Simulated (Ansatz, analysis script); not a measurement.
## FeSb: anisotropy against c/a at fixed volume

Wanted: the anisotropy energy of FeSb against c/a.

Calculated with Ansatz 0.2.0; PBEsol, PAW set soft_1 (files made for PBE).

The database entry behind the starting cell differs from later determinations by our own check (0.1 to 0.3 % short, probably kX units), so it need not match the best structure at ambient conditions.

## 1. The starting structure

It takes space group P6_3/mmc (No. 194, hexagonal). Conventional cell: a = 4.145 Å, b = 4.145 Å, c = 4.923 Å, α = 90.00°, β = 90.00°, γ = 120.00°. Nearest to Fe lie 2 Fe at 2.46 Å and 6 Sb at 2.69 Å. Nearest to Sb lie 6 Fe at 2.69 Å. Farther neighbours are not listed.

This is the database's cell with c/a scaled by 0.94 at fixed volume.

## 2. The first member, moments along [001]

A collinear run gave the moments typed here. Each cell is then solved with spin–orbit coupling for two directions of the moments, alike in all else.

input.yaml

```yaml
crystal:
  lattice:
    - [4.144608, 0.0, 0.0]
    - [-2.072304, 3.589335, 0.0]
    - [0.0, 0.0, 4.922691]
  atoms:
    - { symbol: Fe, position: [0.0, 0.0, 0.0], spin: 1.71, spin_axis: [0.0, 0.0, 1.0] }
    - { symbol: Fe, position: [0.0, 0.0, 0.5], spin: 1.71, spin_axis: [0.0, 0.0, 1.0] }
    - { symbol: Sb, position: [0.3333333333, 0.6666666667, 0.25] }
    - { symbol: Sb, position: [0.6666666667, 0.3333333333, 0.75] }
kpoints:
  mp_grid: { grid: [15, 15, 10] }
hamiltonian:
  xc: pbesol
  noncollinear_xc: locally_collinear
  pseudopotentials: { kind: paw_fr, azcp: { folder: soft_1 }, xc_functional: pbe }
scf:
  occupations: { method: fermi_dirac, width: 0.05 }
  max_iter: 120
  convergence: { dr2_threshold: 1.0e-08 }
  lower_state_search: "off"
basis:
  ecutwfc: 420.0
magnetization:
  noncollinear: true
  spin_orbit: true
output:
  hubbard: { sites: [{ species: Fe, l: d }] }
```

Launch:

```
> ansatz run input.yaml --threads 2 --pin off --max-ram 5632MiB --backend cpu --events-out ev --progress --plain --runs-dir out
```

Numbers of over 12 decimals in the logs are rounded to 6 here.

What it wrote:

```text
Engine: ansatz 0.2.0, aarch64-unknown-linux-gnu
Pseudopotentials: kind: paw_fr
Pseudopotential: Fe, paw, valence charge 16, recommended cutoff 420 eV (normal), soft_1/Fe.paw.azcp
Pseudopotential: Sb, paw, valence charge 15, recommended cutoff 420 eV (normal), soft_1/Sb.paw.azcp
Functional definition: PBEsol
  exchange = pbesol_x
  correlation = pbesol_c
Crystal: 4 atoms, lattice volume = 73.232 Å³
Basis set: ecut = 420 eV, 1421 PW (Γ)
Bands: 76, of which v1, the nominal top of the filled ones, is band 62 counted from 1 (61 counted from 0)
Symmetry: 12 space group operations + 12 with time reversal
Magnetic group: BNS 194.270 (UNI 1500), of the structure as read, at distance tolerance 4.2e-5 Å
k-points: 162 of 2250 (time reversal used)
Projection manifold: j_resolved (fully-relativistic pseudo-atomic orbitals)
Non-local potential: Fe, projectors of the file, resolved by j, l = 0: 3, l = 1: 4, l = 2: 6, l = 3: 2
Non-local potential: Sb, projectors of the file, resolved by j, l = 0: 2, l = 1: 4, l = 2: 4, l = 3: 2
PAW form: soft (Blöchl's): semilocal exchange-correlation on the pseudo side does not see the compensation charge
PAW frozen core: Fe, regenerated for the run's functional, and the local potential with it (the file was generated under x = pbe(κ = 0.804, μ = 0.219515), c = pbe(β = 0.066725))
PAW frozen core: Sb, regenerated for the run's functional, and the local potential with it (the file was generated under x = pbe(κ = 0.804, μ = 0.219515), c = pbe(β = 0.066725))
PAW one-centre angular grid: Fe, 590 points (default); XC on its mesh's 2641 points in the sphere
PAW one-centre angular grid: Sb, 590 points (default); XC on its mesh's 2791 points in the sphere
Initial density: superposition of atomic densities (chi_scale 0.1, normalization cell)
Starting moments: Σ|m| = 3.42 μB on 2 of 4 sites
Initial wavefunctions: pseudopotential atomic-orbital guess
Functional: x = pbesol(κ = 0.804, μ = 0.123457), c = pbesol(β = 0.046)
SCF iter   1: F=—  HF=-21721.468296 eV  |F-HF|=—  |Δ(HF+E_count)|=         —  Δρ=1.29e-1  dr2=1.95e1  dr2_m=5.04e-1  ethr=3.10e-3  |M|=2.19e0 ∫|m|=2.61e0 μB  |m|>n=0.0e0 m-floor=0.0e0 τ_xc=1.0e-48  β_m=0.30  ⟨swp⟩=7.1  Hψ=58789  notcnv=0  defer=123
preconditioner: auto → Kerker (q_TF=auto, 2.654 Å⁻¹)  [metal: Δε(μ)=0.004 eV  Ē_g=16.527 eV  σ=0.050 eV  W_gap=0.02  n_scr=22 (ndim 8)  ℏωp=29.4 eV  f_vac=0.000  D(μ)=3.31/eV (n_scr^D=22)]
spin=Noncollinear: Kerker preconditioning applied to the charge; magnetization (m_x, m_y, m_z) channels mix plain (no charge-response kernel on spin).
[...]
SCF iter  16: F=-21719.037769 eV  HF=-21719.037769 eV  |F-HF|=2.55e-10  |Δ(HF+E_count)|=   7.08e-7  Δρ=2.76e-6  dr2=7.61e-9  dr2_m=1.20e-9  ethr=1.61e-11  |M|=3.17e0 ∫|m|=3.81e0 μB  |m|>n=0.0e0 m-floor=0.0e0 τ_xc=4.6e-19  ⟨swp⟩=8.5  Hψ=46615  notcnv=0
SCF 1 converged in 16 iterations: F = -21719.037769 eV  dr2 = 7.61e-9
[...]
SCF converged after 16 iterations
Stability not checked: this state was not tested for a lower state beside it, because this non-collinear magnet's GGA is evaluated by the locally collinear projection, under which the energy is not smooth in the magnetisation (locally_collinear_gga; see scf.lower_state_search)
Magnetization: |M| = 3.1675 μB,  M = (+0.0000, +0.0000, +3.1675) μB
Absolute magnetization: 3.8137 μB (∫|m|, with the PAW one-centre terms)
  site 0: m = (-0.0000, +0.0000, +1.6963) μB, |m| = 1.6963 μB  (R = 1.02 Å)
  site 1: m = (-0.0000, -0.0000, +1.6963) μB, |m| = 1.6963 μB  (R = 1.02 Å)
  site 2: m = (-0.0000, +0.0000, -0.0727) μB, |m| = 0.0727 μB  (R = 1.11 Å)
  site 3: m = (+0.0000, +0.0000, -0.0727) μB, |m| = 0.0727 μB  (R = 1.11 Å)
Free energy (F): -21719.037769 eV
Harris-Foulkes:  -21719.037769 eV  (|F-HF|=2.55e-10)
Internal energy: -21719.001882 eV  (E = F + TS)
E sigma→0 (E₀):  -21719.019825 eV
Entropy (-TS):   -0.035887 eV (-8.972 meV/atom)
Fermi energy:    14.246269 eV
--- Per-component energies (eV) ---
  E_band       = -758.906776
  E_kinetic    = 991.628947
  E_local      = -8096.135428  (includes V_loc(G=0)·N_el)
  E_nonlocal   = 1373.103432
  E_hartree    = 3406.683270
  E_xc         = -415.277784
  E_vxc        = -464.261237  (∫ρ·V_xc dr)
  E_paw        = -11650.418075  (= ΣΔE_a)
  E_vpaw       = -1376.614206  (= ΣTr[D̂ρ^β])
  E_aug_tail   = -0.001716  (compensation charges beyond the density's cutoff)
  E_ewald      = -7329.614895
  E_core_change = 1.030367  (= ΣΔE_core)
  E_smearing   = -0.035887  (= −TS)
  E_closure    = 0.000000  (closes the sum)
  Σ components = -21719.037769   (vs F -21719.037769, Δ=0.00e0)
--- Band table (eV; the first three rows and the last of 162) ---
  k-point 0: bands = [... 58 lower, 14.3170, 14.3345, 14.7954, 14.8281, 15.2057, 15.3390, 15.3993, 16.4912, ... 10 higher]
  k-point 1: bands = [... 58 lower, 14.4968, 14.5225, 14.7430, 14.9705, 15.0583, 15.4495, 15.6143, 16.1793, ... 10 higher]
  k-point 2: bands = [... 58 lower, 14.5009, 14.5755, 14.7369, 14.9341, 15.3622, 15.7218, 15.7660, 16.0433, ... 10 higher]
  k-point 161: bands = [... 58 lower, 13.3092, 13.3238, 13.6414, 13.6440, 14.0186, 14.0586, 14.7555, 14.7680, ... 10 higher]
--- Occupation matrices: 2 shells (Löwdin-built; ε = 2.00e-2, provisional) ---
  Fe0 d_3D: site group D3d (-3m)
  Fe0 d_3D spinor Tr n = 7.0276  λ = 0.391 0.400 0.590 0.623 0.634 0.821 0.824 0.836 0.953 0.955  [2× xz 0.46 E1/2g(0.50) | x2-y2 0.45 E1/2g(1.00) | 2× z2 0.50 E1/2g(0.50) | 3× z2 0.33 E1/2g(0.67) | 2× xz 0.32 E1/2g(0.50)]
  Fe1 d_3D: site group D3d (-3m)
  Fe1 d_3D spinor Tr n = 7.0276  λ = 0.391 0.400 0.590 0.623 0.634 0.821 0.824 0.836 0.953 0.955  [2× xz 0.46 E1/2g(0.50) | x2-y2 0.45 E1/2g(1.00) | 2× z2 0.50 E1/2g(0.50) | 3× z2 0.33 E1/2g(0.67) | 2× xz 0.32 E1/2g(0.50)]
  Tr n, λ and their labels are of the run-group-symmetrised matrices; stabiliser: 24 of 48 elements of G0×{1,Θ} (closed), max defect 3.6e-15 at τ = 4.2e-3
```

It took 5.1 min on 2 threads of Arm Neoverse V1, shared host; peak memory 1.6 GiB; 10 min of CPU time.

## 3. The first member, moments along [100]

input.yaml, the sections that differ from step 2:

```yaml
crystal:
  lattice:
    - [4.144608, 0.0, 0.0]
    - [-2.072304, 3.589335, 0.0]
    - [0.0, 0.0, 4.922691]
  atoms:
    - { symbol: Fe, position: [0.0, 0.0, 0.0], spin: 1.71, spin_axis: [1.0, 0.0, 0.0] }
    - { symbol: Fe, position: [0.0, 0.0, 0.5], spin: 1.71, spin_axis: [1.0, 0.0, 0.0] }
    - { symbol: Sb, position: [0.3333333333, 0.6666666667, 0.25] }
    - { symbol: Sb, position: [0.6666666667, 0.3333333333, 0.75] }
# kpoints, hamiltonian, scf, basis, magnetization, output: as in step 2
```

What it wrote:

```text
[...]
Crystal: 4 atoms, lattice volume = 73.232 Å³
Basis set: ecut = 420 eV, 1421 PW (Γ)
Bands: 76, of which v1, the nominal top of the filled ones, is band 62 counted from 1 (61 counted from 0)
Symmetry: 4 space group operations + 4 with time reversal
[...]
k-points: 384 of 2250 (time reversal used)
Projection manifold: j_resolved (fully-relativistic pseudo-atomic orbitals)
[...]
k-point 383: bands = [... 58 lower, 13.6842, 13.6842, 13.7688, 13.7688, 14.0944, 14.0944, 14.5814, 14.5814, ... 10 higher]
--- Occupation matrices: 2 shells (Löwdin-built; ε = 2.00e-2, provisional) ---
  Fe0 d_3D: site group D3d (-3m)
  Fe0 d_3D spinor Tr n = 7.0273  λ = 0.394 0.395 0.605 0.607 0.637 0.822 0.823 0.837 0.954 0.954  [2× xz 0.46 E3/2g(0.51) | 2× xy 0.46 E1/2g(0.56) | z2 0.93 E1/2g(0.97) | 3× z2 0.33 E1/2g(0.65) | 2× xz 0.32 E3/2g(0.51)]
  Fe1 d_3D: site group D3d (-3m)
[...]
[key lines of the parts left out:]
SCF converged after 16 iterations
Magnetization: |M| = 3.1702 μB,  M = (+3.1702, +0.0000, -0.0000) μB
Free energy (F): -21719.038877 eV
Fermi energy:    14.246407 eV
```

The job ended after 12 min (2 threads; peak memory 3 GiB; 24 min of CPU time).

The energy lies 1.11 meV below that of the step before.

## 4. The series

The other members take other factors on c/a at fixed volume, with fractional positions and mesh kept. ΔE = E([100]) − E([001]), so ΔE > 0 favours [001]; 1 meV/Å³ is 160.2 MJ/m³.

```tsv
factor on c/a	mesh	ΔE (meV a cell)	K (MJ/m³)	ΔE at zero smearing (meV)	net spin moment (μB)	d orbital moment of the cell, first less second direction (μB)
0.94	15×15×10	-1.11	-2.42	-1.31	3.17	-0.0686
0.97	15×15×10	-0.94	-2.06	-1.03	3.05	-0.0611
1	15×15×10	-0.687	-1.50	-0.620	2.97	-0.0512
1.03	15×15×10	-0.588	-1.29	-0.516	2.92	-0.0418
1.06	15×15×10	-0.621	-1.36	-0.633	2.90	-0.0338
1.1	15×15×10	-0.638	-1.40	-0.656	3.10	-0.0275
```

ΔE is a difference of free energies at a smearing of 0.05 eV.

## 5. Outcome

```
ΔE at 0.94       : -1.11 meV
ΔE at 1.1        : -0.638 meV
most positive ΔE : -0.588 meV at 1.03
```

What this shows: ΔE runs from -1.11 to -0.588 meV a cell; no line is fitted. No settled point favours [001]. ΔE favours [100] at 0.94, 0.97, 1, 1.03, 1.06 and 1.1. Each point stands on one mesh, whose error is not tested. Magnetic dipole terms are not included. Only parallel order was typed, so where the real system orders otherwise this state is hypothetical. The atoms were not relaxed. In doubt: the program's search for lower states was switched off, so that the typed alignment is kept; lower states may exist.

[Logs and program files are shortened in this print: banners, set-up blocks, solver, clock and traceback lines can be left out without a mark of their own.]

[Logs are printed without paths, hosts, clocks, repeated set-up lines and the standing remarks that a program may print on its own settings, such as how far it seeks lower states.]

[Hosts, paths, dates, database ids (printed as entryN), source tags and the programs' standing remarks are cut or masked in the printed files.]
